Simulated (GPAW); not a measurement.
# The basis that the transmission of benzene-1,4-diselenol between two Ag chains needs

How well does benzene-1,4-diselenol between two Ag chains conduct at low bias, and how far do basis and functional move the answer?

Calculated with GPAW 26.7.0; GPAW LCAO, PAW setups; Landauer transmission from Green's functions with principal layers (ASE), zero bias.

Most raw output is cut from this account.

**1. The starting structure**

The cell holds 24 atoms: 12 Ag, 2 Se, 6 C and 4 H. Cell: a = 10.803 Å, b = 10.150 Å, c = 39.577 Å, α = 90.0°, β = 90.0°, γ = 90.0°. Regions: left lead, 6 atoms (6 Ag); channel, 12 atoms (2 Se, 6 C and 4 H); right lead, 6 atoms (6 Ag). Vacuum lies along a and b. The structure is stacked along c, and the current runs across the ab planes.

**2. Double-zeta polarised basis**

Localised orbitals split the wire into layers that couple to their neighbours alone, which is what the Green's function method needs; double zeta with polarisation is the usual level for numbers.

run.py reads:

```python
import json
import numpy as np
from ase import Atoms
from ase.transport.calculators import TransportCalculator
from gpaw import GPAW, FermiDirac
from gpaw.lcao.tools import get_lcao_hamiltonian
from scipy.linalg import eigh

# The junction with lead layers at both ends, along the third cell vector
device = Atoms(
    ['Ag', 'Ag', 'Ag', 'Ag', 'Ag', 'Ag', 'Se', 'C', 'H', 'H', 'C', 'C', 'C', 'C', 'H', 'H', 'C', 'Se', 'Ag', 'Ag', 'Ag', 'Ag', 'Ag', 'Ag'],
    positions=[
        [5.40150, 5.07503, 1.33000],
        [5.40150, 5.07503, 3.99000],
        [5.40150, 5.07503, 6.65000],
        [5.40150, 5.07503, 9.31000],
        [5.40150, 5.07503, 11.97000],
        [5.40150, 5.07503, 14.63000],
        [5.40150, 3.25144, 16.46919],
        [5.40150, 3.25000, 18.38820],
        [3.25000, 3.25068, 18.55196],
        [7.55301, 3.25068, 18.55196],
        [4.18982, 3.25009, 19.08901],
        [6.61319, 3.25008, 19.08901],
        [4.18982, 3.25009, 20.48769],
        [6.61319, 3.25009, 20.48769],
        [3.25000, 3.25068, 21.02473],
        [7.55301, 3.25068, 21.02473],
        [5.40150, 3.25000, 21.18850],
        [5.40150, 3.25144, 23.10751],
        [5.40150, 5.07503, 24.94670],
        [5.40150, 5.07503, 27.60670],
        [5.40150, 5.07503, 30.26670],
        [5.40150, 5.07503, 32.92670],
        [5.40150, 5.07503, 35.58670],
        [5.40150, 5.07503, 38.24670]],
    cell=[[10.80301, 0.0, 0.0], [0.0, 10.15006, 0.0], [0.0, 0.0, 39.5767]],
    pbc=True)

# One principal layer of the lead: the first 4 atoms of the device
lead = Atoms(
    ['Ag', 'Ag', 'Ag', 'Ag'],
    positions=[
        [5.40150, 5.07503, 1.33000],
        [5.40150, 5.07503, 3.99000],
        [5.40150, 5.07503, 6.65000],
        [5.40150, 5.07503, 9.31000]],
    cell=[[10.80301, 0.0, 0.0], [0.0, 10.15006, 0.0], [0.0, 0.0, 10.64]],
    pbc=True)

settings = dict(mode='lcao', basis='dzp', xc='PBE', h=0.2,
                occupations=FermiDirac(0.1), maxiter=250,
                mixer=dict(beta=0.1, nmaxold=8, weight=100.0),
                convergence=dict(density=0.0001))
energies = np.arange(-2, 2 + 1e-9, 0.05)
eta = 0.0001
n1, n2 = 1, 1
# k and -k transmit alike, so half of the mesh across the current serves
mesh = [(i, j) for i in range(n1) for j in range(n2) if (i, j) <= (-i % n1, -j % n2)]
weights = np.array([1 if (i, j) == (-i % n1, -j % n2) else 2 for i, j in mesh]) / (n1 * n2)

# [... helper functions left out ...]
fermi_lead = ground_state(lead, (1, 1, 11), 'lead.txt')
fermi_device = ground_state(device, (1, 1, 2), 'device.txt')
# [... loop over the mesh left out, but for ...]
        # Shift the lead onto the potential of the device's first layer
        shift = ((H[:, 0, 0] - H0[:, 0, 0]) / S0[0, 0]).real.mean()
# [...]
kT = 8.617333e-5 * 300
bias = [0.1, 0.2, 0.5, 1.0, 1.5, 2.0]
# [... integrals and printing left out ...]
```

Started as:

```console
OMP_NUM_THREADS=1 OPENBLAS_NUM_THREADS=1 python run.py
```

Wall time 2.2 min (1 thread of Arm Neoverse V1, shared host); peak memory 1.9 GiB.

This step gave:

```yaml
conductance: 0.5173 G₀
thermopower: 27.26 μV/K
largest_coupling_past_the_next_principal_layer: 3.56e-5 eV
largest_misfit_of_the_first_principal_layer: 0.07820 eV
shift_that_aligns_the_lead: 0.003728 eV
basis_functions_of_the_junction: 448
basis_functions_of_a_principal_layer: 108
transmission_at_the_fermi_level_one_spin: 0.5134
open_channels_of_the_lead_at_the_fermi_level_one_spin: 1
```

One spin. Table of transmission, zone mean by energy, zero at the Fermi level:

```csv
energy (eV),"transmission, zone mean"
-2.00,0.0720
-1.85,0.0338
-1.70,3.5e-4
-1.60,1.8e-5
-1.45,0
-1.30,0
-1.15,0
-1.05,0.171
-1.00,0.843
-0.90,0.337
-0.75,0.339
-0.60,0.476
-0.50,0.663
-0.35,0.964
-0.30,0.997
-0.20,0.921
-0.05,0.618
0.00,0.513
0.05,0.420
0.20,0.223
0.35,0.124
0.50,0.0754
0.60,0.0574
0.75,0.0410
0.90,0.0315
1.05,0.0257
1.15,0.0229
1.30,0.0200
1.45,0.0181
1.60,0.0168
1.70,0.0163
1.85,0.0160
2.00,0.0161
```

Crossings of the lead's bands, unfolded to its shortest repeat. Table of open channels, zone mean by energy, zero at the Fermi level:

energy (eV), open channels, zone mean and a bar:
```
    -2.00       3.00 ##############################
    -1.85       3.00 ##############################
    -1.70       1.00 ##########
    -1.60       1.00 ##########
    -1.45       0.00 
    -1.30       0.00 
    -1.15       0.00 
    -1.05       1.00 ##########
    -0.90       1.00 ##########
    -0.75       1.00 ##########
    -0.60       1.00 ##########
    -0.50       1.00 ##########
    -0.35       1.00 ##########
    -0.20       1.00 ##########
    -0.05       1.00 ##########
     0.00       1.00 ##########
     0.05       1.00 ##########
     0.20       1.00 ##########
     0.35       1.00 ##########
     0.50       1.00 ##########
     0.60       1.00 ##########
     0.75       1.00 ##########
     0.90       1.00 ##########
     1.05       1.00 ##########
     1.15       1.00 ##########
     1.30       1.00 ##########
     1.45       1.00 ##########
     1.60       1.00 ##########
     1.70       1.00 ##########
     1.85       1.00 ##########
     2.00       1.00 ##########
```

Not self-consistent under bias; the bias window is split evenly. Current through one cell, from the zero-bias transmission against bias:

```csv
bias (V),"current through one cell, from the zero-bias transmission (μA)"
0.100,4.02
0.200,8.11
0.500,21.1
1.000,40.4
1.500,50.6
2.000,58.6
```

The transmission of the three most open eigenchannels by energy, zero at the Fermi level:

```csv
energy (eV),channel 1,channel 2,channel 3
-2.000,0.0417,0.0303,2.6e-5
-1.800,0.00978,0.00943,7.1e-6
-1.600,1.8e-5,0,0
-1.400,0,0,0
-1.200,0,0,0
-1.000,0.843,0,0
-0.800,0.323,0,0
-0.600,0.476,0,0
-0.400,0.885,0,0
-0.200,0.921,1.1e-12,0
0.000,0.513,0,0
0.200,0.223,0,0
0.400,0.104,0,0
0.600,0.0574,0,0
0.800,0.0373,0,0
1.000,0.0273,0,0
1.200,0.0218,0,0
1.400,0.0186,0,0
1.600,0.0168,0,0
1.800,0.0160,0,0
2.000,0.0161,0,0
```

Couplings past the next layer reach 3.6e-5 eV, small enough to drop; the matrix elements of the cell's first layer differ from the bulk lead's by up to 0.078 eV. That layer keeps its own values in the calculation, and only beyond it is the lead taken as perfect. The Fermi levels of lead and junction count from different zeros of potential, one for each periodic cell; with both set to zero, the small remaining shift is what aligns them. By hand: G = 0.5173 × 77.48 μS = 40.1 μS, a resistance of 25.0 kΩ; at 0.1 V a linear junction would pass 4.01 μA, and the integral over the bias window gives 4.02 μA. Mott's formula, S = -(π²/3)(k_B²T/e) d ln T/dE, has the prefactor 7.33 μV/K·eV at 300 K; T = 0.6175 at -0.05 eV and 0.4203 at 0.05 eV give a slope of -3.85 per eV and S = 28.2 μV/K, beside 27.3 μV/K from the thermal integral, which interpolates the same grid.

**3. GPAW, szp: basis = "szp(dzp)"**

One radial function a shell plus polarisation makes the matrices smaller; the question is what that costs.

Edit run.py of step 2 so:

```diff
@@ -50,3 +50,3 @@
 
-settings = dict(mode='lcao', basis='dzp', xc='PBE', h=0.2,
+settings = dict(mode='lcao', basis='szp(dzp)', xc='PBE', h=0.2,
                 occupations=FermiDirac(0.1), maxiter=250,
```

Elapsed: 84 s, on 1 thread; peak memory 1.8 GiB.

Numbers from this step:

| Item | Value |
| --- | --- |
| conductance | 0.3530 G₀ |
| thermopower | 26.33 μV/K |
| largest misfit of the first principal layer | 0.09486 eV |
| shift that aligns the lead | 0.004204 eV |
| basis functions of the junction | 268 |
| basis functions of a principal layer | 60 |
| transmission at the Fermi level (one spin) | 0.3491 |

One spin. Transmission, zone mean against energy, zero at the Fermi level:

energy (eV), transmission, zone mean and a bar:
```
    -2.00      0.019 #
    -1.90      0.014 
    -1.80      0.009 
    -1.70      0.000 
    -1.55      0.000 
    -1.45      0.000 
    -1.35      0.000 
    -1.25      0.000 
    -1.15      0.000 
    -1.05      0.038 #
    -1.00      0.920 ############################
    -0.90      0.299 #########
    -0.80      0.329 ##########
    -0.70      0.429 #############
    -0.60      0.620 ###################
    -0.50      0.883 ###########################
    -0.40      0.995 ##############################
    -0.25      0.770 #######################
    -0.15      0.580 #################
    -0.05      0.417 #############
     0.00      0.349 ###########
     0.05      0.290 #########
     0.15      0.199 ######
     0.25      0.139 ####
     0.40      0.086 ###
     0.50      0.066 ##
     0.60      0.053 ##
     0.70      0.044 #
     0.80      0.038 #
     0.90      0.033 #
     1.05      0.029 #
     1.15      0.027 #
     1.25      0.026 #
     1.35      0.025 #
     1.45      0.024 #
     1.55      0.024 #
     1.70      0.024 #
     1.80      0.025 #
     1.90      0.026 #
     2.00      0.028 #
```

Crossings of the lead's bands, unfolded to its shortest repeat. Open channels, zone mean against energy, zero at the Fermi level:

```csv
energy (eV),"open channels, zone mean"
-2.00,3
-1.90,3
-1.80,3
-1.70,1
-1.55,0
-1.45,0
-1.35,0
-1.25,0
-1.15,0
-1.05,1
-0.90,1
-0.80,1
-0.70,1
-0.60,1
-0.50,1
-0.40,1
-0.25,1
-0.15,1
-0.05,1
0.00,1
0.05,1
0.15,1
0.25,1
0.40,1
0.50,1
0.60,1
0.70,1
0.80,1
0.90,1
1.05,1
1.15,1
1.25,1
1.35,1
1.45,1
1.55,1
1.70,1
1.80,1
1.90,1
2.00,1
```

Not self-consistent under bias; the bias window is split evenly. The current through one cell, from the zero-bias transmission by bias:

```csv
bias (V),"current through one cell, from the zero-bias transmission (μA)"
0.100,2.75
0.200,5.56
0.500,15.0
1.000,34.5
1.500,46.9
2.000,54.6
```

Table of transmission of the three most open eigenchannels by energy, zero at the Fermi level:

```csv
energy (eV),channel 1,channel 2,channel 3
-2.000,0.0153,0.00339,2.0e-5
-1.800,0.00671,0.00188,1.5e-5
-1.600,1.0e-4,0,0
-1.400,0,0,0
-1.200,0,0,0
-1.000,0.920,0,0
-0.800,0.329,0,0
-0.600,0.620,0,0
-0.400,0.995,0,0
-0.200,0.672,0,0
0.000,0.349,0,0
0.200,0.166,0,0
0.400,0.0861,0,0
0.600,0.0530,0,0
0.800,0.0379,0,0
1.000,0.0302,0,0
1.200,0.0262,0,0
1.400,0.0242,0,0
1.600,0.0238,0,0
1.800,0.0249,0,0
2.000,0.0278,0,0
```

The conductance, 0.353 G₀, lies 32 % below that of the dzp run.

**4. Minimal basis**

The minimal basis is the cheapest rung: no second zeta and no polarisation.

Edit run.py of step 3 so:

```diff
@@ -50,3 +50,3 @@
 
-settings = dict(mode='lcao', basis='szp(dzp)', xc='PBE', h=0.2,
+settings = dict(mode='lcao', basis='sz(dzp)', xc='PBE', h=0.2,
                 occupations=FermiDirac(0.1), maxiter=250,
```

It took 62 s on 1 thread; peak memory 1.7 GiB.

Numbers from this step:

| Quantity | Value |
| --- | --- |
| conductance | 0.3174 G₀ |
| thermopower | 27.71 μV/K |
| largest coupling past the next principal layer | 3.59e-5 eV |
| largest misfit of the first principal layer | 0.06647 eV |
| shift that aligns the lead | 0.006398 eV |
| basis functions of the junction | 180 |
| basis functions of a principal layer | 48 |
| transmission at the Fermi level (one spin) | 0.3132 |

The conductance, 0.317 G₀, lies 39 % below that of the dzp run.

**5. LDA in the dzp basis: xc = "LDA"**

Back in the dzp basis, the functional changes from PBE to LDA, to set the spread between functionals beside that between bases.

Edit run.py of step 4 so:

```diff
@@ -50,3 +50,3 @@
 
-settings = dict(mode='lcao', basis='sz(dzp)', xc='PBE', h=0.2,
+settings = dict(mode='lcao', basis='dzp', xc='LDA', h=0.2,
                 occupations=FermiDirac(0.1), maxiter=250,
```

Run time: 2 min. Hardware: 1 thread; peak memory 1.9 GiB.

Numbers from this step:

- conductance: 0.5427 G₀
- thermopower: 25.09 μV/K
- largest coupling past the next principal layer: 3.39e-5 eV
- largest misfit of the first principal layer: 0.1012 eV
- shift that aligns the lead: 0.005804 eV
- basis functions of the junction: 448
- basis functions of a principal layer: 108
- transmission at the Fermi level (one spin): 0.5405

One spin. Transmission, zone mean against energy, zero at the Fermi level:

```csv
energy (eV),"transmission, zone mean"
-2.000,0.0794
-1.800,0.0373
-1.600,1.7e-4
-1.400,0
-1.200,0
-1.000,0.761
-0.800,0.361
-0.600,0.535
-0.400,0.923
-0.300,0.997
-0.200,0.915
0.000,0.541
0.200,0.244
0.400,0.113
0.600,0.0622
0.800,0.0399
1.000,0.0290
1.200,0.0230
1.400,0.0195
1.600,0.0175
1.800,0.0166
2.000,0.0165
```

The conductance, 0.543 G₀, lies 4.9 % above that of the dzp run.

**6. Cost and result by level**

Times are for 1 thread of Arm Neoverse V1, shared host. The series side by side:

```csv
no.,run,conductance (G₀),time,memory (GiB)
1,dzp,0.5173,2.2 min,1.9
2,szp,0.3530,84 s,1.8
3,sz,0.3174,62 s,1.7
4,dzp LDA,0.5427,2 min,1.9
```

**7. Comparison**

The curves are compared point by point over the common energies.

This step: comparison of transmission and cost over codes and levels (GPAW 26.7.0).

Ladder, by row:

```csv
step,code,T at the Fermi level (sum over the listed spins),conductance (G0),r.m.s. T(E) from the first,wall time (s),peak memory (GiB),threads
dzp,GPAW,0.5134,0.5173,0,131.8,1.87,1
szp,GPAW,0.3491,0.353,0.08274,84.04,1.81,1
sz,GPAW,0.3132,0.3174,0.09806,61.9,1.74,1
dzp-LDA,GPAW,0.5405,0.5427,0.02927,120.6,1.88,1
```

Transmission, zone mean, sum over the listed spins against energy, zero at the Fermi level:

```csv
energy (eV),dzp,szp,sz,dzp-LDA
-2.00,0.0720,0.0187,0.0203,0.0794
-1.85,0.0338,0.0114,0.0172,0.0461
-1.70,3.5e-4,1.5e-4,0.0128,0.0196
-1.50,1.6e-13,0,2.0e-4,1.1e-4
-1.35,2.3e-13,0,1.9e-13,1.7e-13
-1.20,2.0e-13,0,0,2.0e-13
-1.05,0.171,0.0378,0.00577,5.6e-8
-1.00,0.843,0.920,0.698,0.761
-0.90,0.337,0.299,0.366,0.363
-0.70,0.368,0.429,0.442,0.418
-0.55,0.560,0.752,0.774,0.622
-0.40,0.885,0.995,0.989,0.923
-0.30,0.997,0.867,0.833,0.997
-0.25,0.980,0.770,0.729,0.972
-0.10,0.727,0.494,0.453,0.740
0.00,0.513,0.349,0.313,0.541
0.10,0.341,0.240,0.212,0.368
0.25,0.182,0.139,0.121,0.199
0.40,0.104,0.0861,0.0744,0.113
0.55,0.0655,0.0589,0.0504,0.0711
0.70,0.0455,0.0441,0.0373,0.0490
0.90,0.0315,0.0334,0.0279,0.0336
1.05,0.0257,0.0290,0.0239,0.0271
1.20,0.0218,0.0262,0.0214,0.0230
1.35,0.0193,0.0246,0.0199,0.0202
1.50,0.0176,0.0238,0.0191,0.0183
1.70,0.0163,0.0241,0.0191,0.0169
1.85,0.0160,0.0254,0.0199,0.0165
2.00,0.0161,0.0278,0.0216,0.0165
```

**8. Density threshold 1e-06: conv = 1e-06**

The Hamiltonian is taken from the last density. The density threshold is one of the tests that end the cycle; the energy must settle too, so a loose value may not be the test that decides.

This step: GPAW LCAO, PAW setups; Landauer transmission from Green's functions with principal layers (ASE), zero bias (GPAW 26.7.0).

Edit run.py of step 5 so:

```diff
@@ -50,6 +50,6 @@
 
-settings = dict(mode='lcao', basis='dzp', xc='LDA', h=0.2,
+settings = dict(mode='lcao', basis='dzp', xc='PBE', h=0.2,
                 occupations=FermiDirac(0.1), maxiter=250,
                 mixer=dict(beta=0.1, nmaxold=8, weight=100.0),
-                convergence=dict(density=0.0001))
+                convergence=dict(density=1e-06))
 energies = np.arange(-2, 2 + 1e-9, 0.05)
```

Wall time 2.8 min (1 thread); peak memory 1.9 GiB.

This step gave:

* conductance: 0.5172 G₀
* thermopower: 27.25 μV/K
* largest coupling past the next principal layer: 3.56e-5 eV
* largest misfit of the first principal layer: 0.08298 eV
* shift that aligns the lead: 0.004793 eV
* transmission at the Fermi level (one spin): 0.5134

One spin. Table of transmission, zone mean by energy, zero at the Fermi level:

```csv
energy (eV),"transmission, zone mean"
-2.00,0.0726
-1.85,0.0337
-1.70,3.5e-4
-1.60,2.3e-5
-1.45,0
-1.30,0
-1.15,0
-1.05,0.185
-1.00,0.854
-0.90,0.336
-0.75,0.338
-0.60,0.476
-0.50,0.663
-0.35,0.964
-0.30,0.997
-0.20,0.920
-0.05,0.617
0.00,0.513
0.05,0.420
0.20,0.223
0.35,0.124
0.50,0.0755
0.60,0.0574
0.75,0.0411
0.90,0.0316
1.05,0.0257
1.15,0.0230
1.30,0.0200
1.45,0.0181
1.60,0.0168
1.70,0.0163
1.85,0.0160
2.00,0.0161
```

Crossings of the lead's bands, unfolded to its shortest repeat. Table of open channels, zone mean by energy, zero at the Fermi level:

```csv
energy (eV),"open channels, zone mean"
-2.000,3
-1.800,3
-1.600,1
-1.400,0
-1.200,0
-1.000,1
-0.800,1
-0.600,1
-0.400,1
-0.200,1
0.000,1
0.200,1
0.400,1
0.600,1
0.800,1
1.000,1
1.200,1
1.400,1
1.600,1
1.800,1
2.000,1
```

Not self-consistent under bias; the bias window is split evenly. Table of current through one cell, from the zero-bias transmission by bias:

```csv
bias (V),"current through one cell, from the zero-bias transmission (μA)"
0.100,4.02
0.200,8.11
0.500,21.1
1.000,40.4
1.500,50.6
2.000,58.6
```

Table of transmission of the three most open eigenchannels by energy, zero at the Fermi level:

```csv
energy (eV),channel 1,channel 2,channel 3
-2.00,0.0421,0.0305,2.7e-5
-1.85,0.0183,0.0154,1.7e-5
-1.70,3.5e-4,7.9e-12,0
-1.60,2.3e-5,0,0
-1.45,0,0,0
-1.30,0,0,0
-1.15,0,0,0
-1.05,0.185,8.2e-10,0
-0.90,0.336,0,0
-0.75,0.338,0,0
-0.60,0.476,0,0
-0.50,0.663,0,0
-0.35,0.964,0,0
-0.20,0.920,1.1e-12,0
-0.05,0.617,0,0
0.00,0.513,0,0
0.05,0.420,0,0
0.20,0.223,0,0
0.35,0.124,0,0
0.50,0.0755,0,0
0.60,0.0574,0,0
0.75,0.0411,0,0
0.90,0.0316,0,0
1.05,0.0257,0,0
1.15,0.0230,0,0
1.30,0.0200,0,0
1.45,0.0181,0,0
1.60,0.0168,0,0
1.70,0.0163,0,0
1.85,0.0160,0,0
2.00,0.0161,0,0
```

The conductance equals that of the dzp run to 0.2 %.

(Continued in part 2 of 2.)

[Logs are printed without paths, hosts, clocks, repeated set-up lines and the standing remarks that a program may print on its own settings, such as how far it seeks lower states.]

[Hosts, paths, dates, database ids (printed as entryN), source tags and the programs' standing remarks are cut or masked in the printed files.]
